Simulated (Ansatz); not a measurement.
**G0W0 on several functionals: SiC (Moissanite)**

How much of the starting functional survives in the G0W0 gap of SiC (Moissanite)?

Program: Ansatz 0.2.0. Level of theory: G0W0 on several functionals, plane waves, PAW. Results are calculated unless marked as measured.

Report form: the programs' logs are mostly left out.

In doubt: masses and optical values from hybrid runs of this build are listed as unsure (steps 3, 4), which bears on the screening that GW takes from such a start.

### 1. The starting structure

The structure is hexagonal, space group P6_3mc (No. 186). Conventional cell: a = 3.081 Å, b = 3.081 Å, c = 15.125 Å, α = 90.00°, β = 90.00°, γ = 120.00°. Nearest to Si lie 4 C at 1.88 to 1.90 Å. Nearest to Si lie 4 C at 1.89 Å. Nearest to C lie 4 Si at 1.88 to 1.89 Å. C has 4 Si at 1.89 Å nearest. Nearest to C lie 4 Si at 1.89 to 1.90 Å. Farther neighbours are not listed.

The cell and positions come from the Crystallography Open Database and are kept as given unless a step says otherwise.

### 2. G0W0 on PBE

G0W0 replaces the xc potential by the self-energy, built once from these orbitals. Only a window of levels is corrected, while the sums run over the empty bands that the input names. This step takes hard PAW files.

This step: G0W0 on PBE, plane waves, PAW.

Input file input.yaml:

```yaml
crystal:
  lattice:
    - [3.081, 0.0, 0.0]
    - [-1.5405, 2.6682242691, 0.0]
    - [0.0, 0.0, 15.1248]
  atoms:
    - { symbol: Si, position: [0.0, 0.0, 0.0] }
    - { symbol: Si, position: [0.0, 0.0, 0.5] }
    - { symbol: Si, position: [0.3333333333, 0.6666666667, 0.1664] }
    - { symbol: Si, position: [0.6666666667, 0.3333333333, 0.6664] }
    - { symbol: Si, position: [0.6666666667, 0.3333333333, 0.3329] }
    - { symbol: Si, position: [0.3333333333, 0.6666666667, 0.8329] }
    - { symbol: C, position: [0.3333333333, 0.6666666667, 0.0412] }
    - { symbol: C, position: [0.6666666667, 0.3333333333, 0.5412] }
    - { symbol: C, position: [0.6666666667, 0.3333333333, 0.208] }
    - { symbol: C, position: [0.3333333333, 0.6666666667, 0.708] }
    - { symbol: C, position: [0.0, 0.0, 0.3746] }
    - { symbol: C, position: [0.0, 0.0, 0.8746] }
kpoints:
  mp_grid: { grid: [6, 6, 2] }
hamiltonian:
  xc: pbe
  pseudopotentials: { kind: paw, source: ansatz }
scf:
  occupations: { method: fixed }
gw:
  n_empty_bands: 739
  ecut_chi: 190.0
  qp_bands: [v4, c4]
  qp_kpoints: band_edges
  screening: { model: contour_deformation }
```

Started as:

```bash
$ ansatz run input.yaml --threads 4 --pin off --max-ram 138240MiB --backend cuda --events-out ev --progress --plain --runs-dir out --devices 1 --max-vram 26GiB
```

Run time: 49 s. Hardware: 1 × NVIDIA H100 80GB HBM3 (shared by 3 runs) with 4 threads of AMD EPYC 7R13 (Zen 3), shared host; peak memory 3.8 GiB.

Numbers from this step:

```
bands summed                                 : 763
RPA ε∞ on this mesh (eigenvalues)            : 6.865, 7.031, 7.031
plane waves in the screening matrix          : 747
q-points in the mesh                         : 72
G0W0 gap on the mesh                         : 2.912 eV
k of the valence top                         : 0, 0, 0
k of the conduction bottom                   : 0, -0.5, 0
starting gap on the mesh                     : 2.013 eV
Z at the valence top                         : 0.7880
Z at the conduction bottom                   : 0.8141
least direct G0W0 gap on the computed points : 4.123 eV
```

The gap on the mesh goes from 2.01 eV to 2.91 eV, a correction of +0.90 eV. Between the two edge states, bare exchange in place of the xc potential would open the gap by 6.82 eV, and correlation takes back 5.92 eV.

### 3. G0W0 on HSE06

One-shot GW remembers its start. Another functional's orbitals and levels show by how much.

This step: G0W0 on HSE06, plane waves, PAW.

Edit input.yaml of step 2 so:

```diff
@@ -21,3 +21,3 @@
 hamiltonian:
-  xc: pbe
+  xc: hse06
   pseudopotentials: { kind: paw, source: ansatz }
```

It took 3 min on 1 × NVIDIA H100 80GB HBM3 (shared by 3 runs) with 4 threads; peak memory 4.4 GiB.

Numbers from this step:

```yaml
bands_summed: 763
rpa_eps_infinity_on_this_mesh_eigenvalues: 5.665, 5.755, 5.755
plane_waves_in_the_screening_matrix: 747
q_points_in_the_mesh: 72
g0w0_gap_on_the_mesh: 3.297 eV
k_of_the_valence_top: 0, 0, 0
k_of_the_conduction_bottom: 0, -0.5, 0
starting_gap_on_the_mesh: 2.904 eV
z_at_the_valence_top: 0.8108
z_at_the_conduction_bottom: 0.8343
least_direct_g0w0_gap_on_the_computed_points: 4.544 eV
```

Against the run with 6×6×2 mesh, 739 empty bands, screening to 190 eV, hard PAW files on PBE, the gap moves by +0.39 eV, while the start moved by +0.89 eV.

### 4. G0W0 on PBE0

This step: G0W0 on PBE0, plane waves, PAW.

Edit input.yaml of step 3 so:

```diff
@@ -21,3 +21,3 @@
 hamiltonian:
-  xc: hse06
+  xc: pbe0
   pseudopotentials: { kind: paw, source: ansatz }
```

The job ended after 2.8 min (1 × NVIDIA H100 80GB HBM3 (shared by 3 runs) with 4 threads; peak memory 4.3 GiB; 4 min of CPU time).

This step gave:

```
bands summed                                 : 763
RPA ε∞ on this mesh (eigenvalues)            : 5.266, 5.335, 5.335
plane waves in the screening matrix          : 747
G0W0 gap on the mesh                         : 3.464 eV
k of the valence top                         : 0, 0, 0
k of the conduction bottom                   : 0, -0.5, 0
starting gap on the mesh                     : 3.630 eV
least direct G0W0 gap on the computed points : 4.722 eV
```

Against the run with 6×6×2 mesh, 739 empty bands, screening to 190 eV, hard PAW files on HSE06, the gap moves by +0.17 eV, while the start moved by +0.73 eV.

### 5. Side by side

All on the 6×6×2 mesh with 739 empty bands and screening to 190 eV. Times are wall times on 1 × NVIDIA H100 80GB HBM3 (shared by 3 runs) with 4 threads of AMD EPYC 7R13 (Zen 3), shared host, good to a factor of about two.

| start | starting gap (eV) | shift (eV) | G0W0 gap (eV) | RPA ε∞ (harmonic mean) | Z (valence, conduction) | time |
| --- | --- | --- | --- | --- | --- | --- |
| PBE | 2.01 | +0.90 | 2.91 | 6.97 | 0.79, 0.81 | 49 s |
| HSE06 | 2.90 | +0.39 | 3.30 | 5.72 | 0.81, 0.83 | 3 min |
| PBE0 | 3.63 | −0.17 | 3.46 | 5.31 | 0.82, 0.84 | 2.8 min |

The parts of the quasiparticle energy at the two band edges (eV; QP = start + Σx + Σc − Vxc):

| run | edge | start | Σx | Σc | Vxc | Z | QP |
| --- | --- | --- | --- | --- | --- | --- | --- |
| PBE | valence top | 9.54 | -18.27 | 1.86 | -15.72 | 0.79 | 8.86 |
| PBE | conduction bottom | 11.55 | -7.45 | -4.06 | -11.73 | 0.81 | 11.77 |
| HSE06 | valence top | 8.94 | -18.32 | 1.74 | -16.28 | 0.81 | 8.64 |
| HSE06 | conduction bottom | 11.85 | -7.16 | -3.98 | -11.24 | 0.83 | 11.94 |
| PBE0 | valence top | 8.57 | -18.33 | 1.66 | -16.66 | 0.82 | 8.56 |
| PBE0 | conduction bottom | 12.20 | -7.13 | -3.92 | -10.87 | 0.84 | 12.02 |

For a hybrid start, Vxc holds its share of exact exchange.

### 6. Summary of results

* G0W0@PBE: 2.91 eV (start 2.01 eV)
* G0W0@HSE06: 3.30 eV (start 2.90 eV)
* G0W0@PBE0: 3.46 eV (start 3.63 eV)
* known limits: not at the basis limit

What this shows: The starting gaps span 1.62 eV and the G0W0 gaps 0.55 eV. Between PBE and PBE0, 0.55 eV of the 1.62 eV survives, 34 %. PBE0 screens less than PBE (ε∞ 5.31 against 6.97). Of the 0.55 eV by which its G0W0 gap is higher, the correlation part gives +0.34 eV, and exchange with the one-particle terms, which follow the orbitals, +0.21 eV. On PBE0 the correction is negative: that start lies above its own G0W0 value. The smallest correction, −0.17 eV, is on PBE0, the start nearest to reproducing itself. Bands and cutoff are finite, so the gap is not at the basis limit. The miss can reach some tenths of an eV and take either sign; the mesh is an error of its own. The program warns that the mesh is coarse for exact exchange, which bears on the hybrid start's gap.

[Paths, hosts, dates, memory and timing lines, banners, echoed tables and standing remarks are left out of the program output.]

[Logs are printed without paths, hosts, clocks, repeated set-up lines and the standing remarks that a program may print on its own settings, such as how far it seeks lower states.]

[Runs of the session that timed out or met a known fault of the program may be left out.]

[Cells called generated may have been cut or substituted from an entry of the Crystallography Open Database or the Materials Project.]

[Hosts, paths, dates, database ids (printed as entryN), source tags and the programs' standing remarks are cut or masked in the printed files.]
